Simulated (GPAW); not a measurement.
# Work function of a 8-layer slab of Ba(100) at several levels, part 2 of 2

How far do functional and basis move the work function of a 8-layer slab of Ba(100)?

GPAW 26.7.0; GPAW, PAW setups; slab in vacuum, relaxation (the session's first sound run).

So far, upper work function (eV): step 2 (relaxing the atoms, PBE, GPAW) 2.36; step 3 (plane waves, PBE) 2.36; step 4 (OptPBE vdW: xc = "optPBE-vdW", GPAW, PAW setups, GPAW) 2.53; step 5 (self-consistent run: xc = "RPBE") 2.25; step 6 (self-consistent run: xc = "revPBE") 2.26.

**7. Self-consistent run: xc = "LDA"**

The same geometry under LDA, to see how far the functional moves the levels against the vacuum.

Contents of run.py:

```python
import json
import numpy as np
from ase import Atoms
from gpaw import GPAW, PW

slab = Atoms(
    ['Ba', 'Ba', 'Ba', 'Ba', 'Ba', 'Ba', 'Ba', 'Ba'],
    positions=[
        [2.51000, 2.51000, 9.00000],
        [0.00000, 0.00000, 11.51000],
        [2.51000, 2.51000, 14.02000],
        [0.00000, 0.00000, 16.53000],
        [2.51000, 2.51000, 19.03308],
        [0.00000, -0.00000, 21.58152],
        [2.51000, 2.51000, 24.00419],
        [-0.00000, 0.00000, 26.60580]],
    cell=[[5.02, 0.0, 0.0], [0.0, 5.02, 0.0], [0.0, 0.0, 35.57]],
    pbc=[True, True, False])

slab.calc = GPAW(mode=PW(400), xc='LDA', kpts={'size': (6, 6, 1), 'gamma': True},
                 occupations={'name': 'fermi-dirac', 'width': 0.1}, nbands='160%',
                 convergence={'density': 1e-05}, maxiter=200,
                 poissonsolver={'dipolelayer': 'xy'},
                 symmetry={'tolerance': 1e-3}, txt='slab.txt')
result = {}
energy = slab.get_potential_energy()
fermi = slab.calc.get_fermi_level()
v = slab.calc.get_electrostatic_potential().mean((0, 1)) - fermi
n = slab.calc.get_pseudo_density().mean((0, 1))
L = slab.cell[2, 2]
z = np.arange(len(v)) * L / len(v)
low, high = slab.positions[:, 2].min(), slab.positions[:, 2].max()
below, above = np.interp([low - 6.8, high + 6.8], z, v)
slopes = [np.interp(x, z, np.gradient(v, z)) for x in (low - 6.8, high + 6.8)]
eps = np.array([[slab.calc.get_eigenvalues(k, s) for k in range(len(slab.calc.get_ibz_k_points()))]
                for s in range(slab.calc.get_number_of_spins())]) - fermi
top, bottom = eps[eps < 0].max(), eps[eps > 0].min()
dipole = slab.get_dipole_moment()[2]
print(f'energy {energy:.4f} eV, Fermi level {fermi:.4f} eV, dipole {dipole:.5f} e A')
print(f'potential 6.8 A off the faces, from the Fermi level: lower {below:.4f} eV, upper {above:.4f} eV')
print(f'slope of the potential there: lower {slopes[0]:.5f}, upper {slopes[1]:.5f} eV/A')
print(f'nearest levels on the mesh: {top:.4f} and {bottom:.4f} eV')
print('magnetic moment', round(slab.get_magnetic_moment(), 3))
result.update(energy=energy, fermi=fermi, dipole=dipole, below=below, above=above, slopes=slopes, edges=[top, bottom],
              z=z.tolist(), v=v.tolist(), n=n.tolist(), positions=slab.positions.tolist(),
              forces=slab.get_forces(apply_constraint=False).tolist(), moments=slab.get_magnetic_moments().tolist())
json.dump(result, open('result.json', 'w'))
```

Run with:

```bash
OMP_NUM_THREADS=1 OPENBLAS_NUM_THREADS=1 python run.py
```

The program printed:

```text
energy -16.1265 eV, Fermi level 1.6663 eV, dipole 0.00092 e A
potential 6.8 A off the faces, from the Fermi level: lower 2.5312 eV, upper 2.5247 eV
slope of the potential there: lower -0.00019, upper 0.00019 eV/A
nearest levels on the mesh: -0.0239 and 0.0346 eV
magnetic moment 0.0
```

The job ended after 11 min (1 thread of Arm Neoverse V2, shared host; peak memory 0.54 GiB).

Numbers from this step:

```yaml
dipole_along_the_normal: 9.21e-4 e·Å
levels_nearest_the_fermi_level_on_the_mesh: -0.02388, 0.03457 eV from the Fermi level
upper_work_function: 2.525 eV
lower_work_function: 2.531 eV
```

The electrostatic potential energy of an electron (without an applied field's), less the Fermi level, planar mean oscillates, so the rows of the table below give means over windows of 2.54 Å about each position, cut where the curve ends. Its maxima inside the range that stand out by 2 % of the span (Å: eV): 10.3: -0.403, 12.8: -0.337, 15.4: -0.373, 17.8: -0.371, 20.3: -0.193, 22.8: -0.655, 25.3: -0.0913. Its minima: 9.0: -12.0, 11.5: -11.5, 14.0: -11.6, 16.5: -11.6, 19.1: -11.6, 21.6: -11.6, 24.0: -11.5, 26.6: -12.0.

The electrostatic potential energy of an electron (without an applied field's), less the Fermi level, planar mean by z; means over each step:

z (Å), electrostatic potential energy of an electron (without an applied field's), less the Fermi level, planar mean (eV) and a bar from the least value:
```
     1.27        2.5 ##############################
     3.81        2.5 ##############################
     6.35        2.2 #############################
     8.89       -4.8 
    11.43       -4.7 #
    13.97       -4.7 
    16.51       -4.7 
    19.05       -4.7 
    21.59       -4.8 
    24.13       -4.6 #
    26.67       -4.8 
    29.21        2.1 ############################
    31.75        2.5 ##############################
    34.29        2.5 ##############################
```

The upper face's work function is 2.525 eV, against 2.357 eV in the first plane-wave PBE run at this geometry.

**8. Self-consistent run: xc = "vdW-DF2"**

The same geometry under vdW-DF2, to see how far the functional moves the levels against the vacuum (the van der Waals functionals take revPBE setups).

run.py: that of step 7 with these lines changed.

```diff
@@ -19,3 +19,3 @@
 
-slab.calc = GPAW(mode=PW(400), xc='LDA', kpts={'size': (6, 6, 1), 'gamma': True},
+slab.calc = GPAW(mode=PW(400), xc='vdW-DF2', kpts={'size': (6, 6, 1), 'gamma': True},
                  occupations={'name': 'fermi-dirac', 'width': 0.1}, nbands='160%',
```

The program printed:

```text
energy -901.9605 eV, Fermi level 1.7469 eV, dipole 0.00108 e A
potential 6.8 A off the faces, from the Fermi level: lower 2.7035 eV, upper 2.6958 eV
slope of the potential there: lower -0.00141, upper 0.00142 eV/A
nearest levels on the mesh: -0.0448 and 0.0181 eV
magnetic moment 0.0
```

Wall time 28 min (1 thread); peak memory 1 GiB.

Numbers from this step:

```
dipole along the normal                    : 0.001080 e·Å
levels nearest the Fermi level on the mesh : -0.04479, 0.01815 eV from the Fermi level
upper work function                        : 2.696 eV
lower work function                        : 2.703 eV
```

The electrostatic potential energy of an electron (without an applied field's), less the Fermi level, planar mean oscillates, so the rows of the table below give means over windows of 2.54 Å about each position, cut where the curve ends. Its maxima inside the range that stand out by 2 % of the span (Å: eV): 10.3: -0.671, 12.8: -0.590, 15.4: -0.627, 17.8: -0.624, 20.3: -0.444, 22.8: -0.915, 25.3: -0.354. Its minima: 9.0: -12.2, 11.5: -11.8, 14.0: -11.8, 16.5: -11.9, 19.1: -11.9, 21.6: -11.9, 24.0: -11.8, 26.6: -12.2.

The electrostatic potential energy of an electron (without an applied field's), less the Fermi level, planar mean by z; means over each step:

z (Å), electrostatic potential energy of an electron (without an applied field's), less the Fermi level, planar mean (eV) and a bar from the least value:
```
     1.27        2.7 ##############################
     3.81        2.7 ##############################
     6.35        2.3 ############################
     8.89       -5.0 
    11.43       -4.9 
    13.97       -5.0 
    16.51       -5.0 
    19.05       -5.0 
    21.59       -5.0 
    24.13       -4.9 
    26.67       -5.0 
    29.21        2.2 ############################
    31.75        2.7 ##############################
    34.29        2.7 ##############################
```

The upper face's work function is 2.696 eV, against 2.357 eV in the first plane-wave PBE run at this geometry.

**9. Real-space grid: mode = "fd"**

A real-space grid is a second complete basis, so it checks the plane-wave result.

run.py: that of step 8 with these lines changed.

```diff
@@ -3,3 +3,3 @@
 from ase import Atoms
-from gpaw import GPAW, PW
+from gpaw import GPAW
 
@@ -19,3 +19,3 @@
 
-slab.calc = GPAW(mode=PW(400), xc='vdW-DF2', kpts={'size': (6, 6, 1), 'gamma': True},
+slab.calc = GPAW(mode='fd', h=0.18, xc='PBE', kpts={'size': (6, 6, 1), 'gamma': True},
                  occupations={'name': 'fermi-dirac', 'width': 0.1}, nbands='160%',
```

The program printed:

```text
energy -13.9241 eV, Fermi level -2.3585 eV, dipole 0.00058 e A
potential 6.8 A off the faces, from the Fermi level: lower 2.3605 eV, upper 2.3563 eV
slope of the potential there: lower -0.00020, upper 0.00021 eV/A
nearest levels on the mesh: -0.0283 and 0.0445 eV
magnetic moment 0.0
```

The job ended after 45 min (1 thread; peak memory 2.8 GiB).

This step gave:

```
dipole along the normal                    : 5.80e-4 e·Å
levels nearest the Fermi level on the mesh : -0.02833, 0.04451 eV from the Fermi level
upper work function                        : 2.356 eV
lower work function                        : 2.360 eV
```

The electrostatic potential energy of an electron (without an applied field's), less the Fermi level, planar mean oscillates, so the rows of the table below give means over windows of 2.5 Å about each position, cut where the curve ends. Its maxima inside the range that stand out by 2 % of the span (Å: eV): 10.3: -0.670, 12.8: -0.577, 15.3: -0.604, 17.8: -0.619, 20.3: -0.435, 22.8: -0.901, 25.3: -0.337. Its minima: 9.0: -12.2, 11.5: -11.7, 14.0: -11.8, 16.5: -11.9, 19.0: -11.7, 21.6: -11.9, 24.0: -11.7, 26.6: -12.2.

Table of electrostatic potential energy of an electron (without an applied field's), less the Fermi level, planar mean by z; means over each step:

```tsv
z (Å)	electrostatic potential energy of an electron (without an applied field's), less the Fermi level, planar mean (eV)
1.25	2.36
3.75	2.36
6.25	2.05
8.75	-4.94
11.25	-4.96
13.75	-5.03
16.25	-5.02
18.75	-5.04
21.25	-5.00
23.75	-5.03
26.25	-5.11
28.75	1.51
31.25	2.34
33.75	2.36
```

The upper face's work function is 2.356 eV, against 2.357 eV in the first plane-wave PBE run at this geometry.

**10. Atomic orbitals: mode = "lcao"**

Atom-centred orbitals end a few angstrom from the surface, which tests how much the density's tail matters.

run.py: that of step 9 with these lines changed.

```diff
@@ -19,4 +19,4 @@
 
-slab.calc = GPAW(mode='fd', h=0.18, xc='PBE', kpts={'size': (6, 6, 1), 'gamma': True},
-                 occupations={'name': 'fermi-dirac', 'width': 0.1}, nbands='160%',
+slab.calc = GPAW(mode='lcao', basis='dzp', h=0.18, xc='PBE', kpts={'size': (6, 6, 1), 'gamma': True},
+                 occupations={'name': 'fermi-dirac', 'width': 0.1}, nbands='120%',
                  convergence={'density': 1e-05}, maxiter=200,
```

The program printed:

```text
energy -13.4110 eV, Fermi level -2.3302 eV, dipole 0.00058 e A
potential 6.8 A off the faces, from the Fermi level: lower 2.3323 eV, upper 2.3282 eV
slope of the potential there: lower -0.00000, upper 0.00000 eV/A
nearest levels on the mesh: -0.0256 and 0.0459 eV
magnetic moment 0.0
```

It took 29 min on 1 thread; peak memory 0.99 GiB.

This step gave:

```yaml
dipole_along_the_normal: 5.79e-4 e·Å
levels_nearest_the_fermi_level_on_the_mesh: -0.02564, 0.04586 eV from the Fermi level
upper_work_function: 2.328 eV
lower_work_function: 2.332 eV
```

The upper face's work function is 2.328 eV, against 2.357 eV in the first plane-wave PBE run at this geometry.

**11. All levels side by side**

Times are for 1 thread of Arm Neoverse V2, shared host. The runs compared:

```tsv
no.	run	upper work function (eV)	lower work function (eV)	time	memory (GiB)
1	pw	2.357	2.361	12 min	0.54
2	optPBE vdW	2.527	2.533	14 min	1.0
3	RPBE	2.253	2.256	12 min	0.54
4	revPBE	2.257	2.259	14 min	0.54
5	LDA	2.525	2.531	11 min	0.54
6	vdW DF2	2.696	2.703	28 min	1.0
7	fd	2.356	2.360	45 min	2.8
8	lcao	2.328	2.332	29 min	0.99
```

**12. Side by side**

Results and costs are gathered.

This step: comparison of work functions, dipole and cost (GPAW 26.7.0).

Ladder, by row:

```tsv
step	code	work function, upper (eV)	work function, lower (eV)	dipole (e Å)	wall time (s)	peak memory (GiB)	threads
pw	GPAW	2.357	2.361	5.93e-4	738.7	0.54	1
optPBE-vdW	GPAW	2.527	2.533	9.62e-4	866.6	1.01	1
RPBE	GPAW	2.253	2.256	4.04e-4	690.5	0.54	1
revPBE	GPAW	2.257	2.259	3.47e-4	833	0.54	1
LDA	GPAW	2.525	2.531	9.21e-4	638.7	0.54	1
vdW-DF2	GPAW	2.696	2.703	0.00108	1679	1.01	1
fd	GPAW	2.356	2.36	5.80e-4	2696	2.77	1
lcao	GPAW	2.328	2.332	5.79e-4	1721	0.99	1
```

**13. Outcome**

```json
{
 "work function, both faces": "2.36 eV",
 "dipole along the normal": "5.9e-4 e Å"
}
```

With plane waves and PBE the work function is 2.36 eV on the upper face and 2.36 eV on the lower. The measured value for polycrystalline Ba, which weights the faces of low work function, is 2.53 eV (as compiled in "Anisotropic work function of elemental crystals", 2019, arxiv:1902.07811); the relaxed upper face lies 0.17 eV under it with PBE, and optPBE-vdW comes nearest (2.53 eV). Measured work functions scatter by a tenth of an eV or more between methods. Over the sound runs of the table the upper face's work function spans 2.253 (RPBE) to 2.696 eV (vdW-DF2). The small printed dipole stands for a step of -4.3 meV from the lower to the upper face, and the probes find -4.2 meV; values this small are near the numerical noise of both. The in-plane lattice was kept as typed, which isn't the functional's own and leaves some strain; spin-orbit coupling and temperature are left out.

[Logs are printed without paths, hosts, clocks, repeated set-up lines and the standing remarks that a program may print on its own settings, such as how far it seeks lower states.]

[Hosts, paths, dates, database ids (printed as entryN), source tags and the programs' standing remarks are cut or masked in the printed files.]
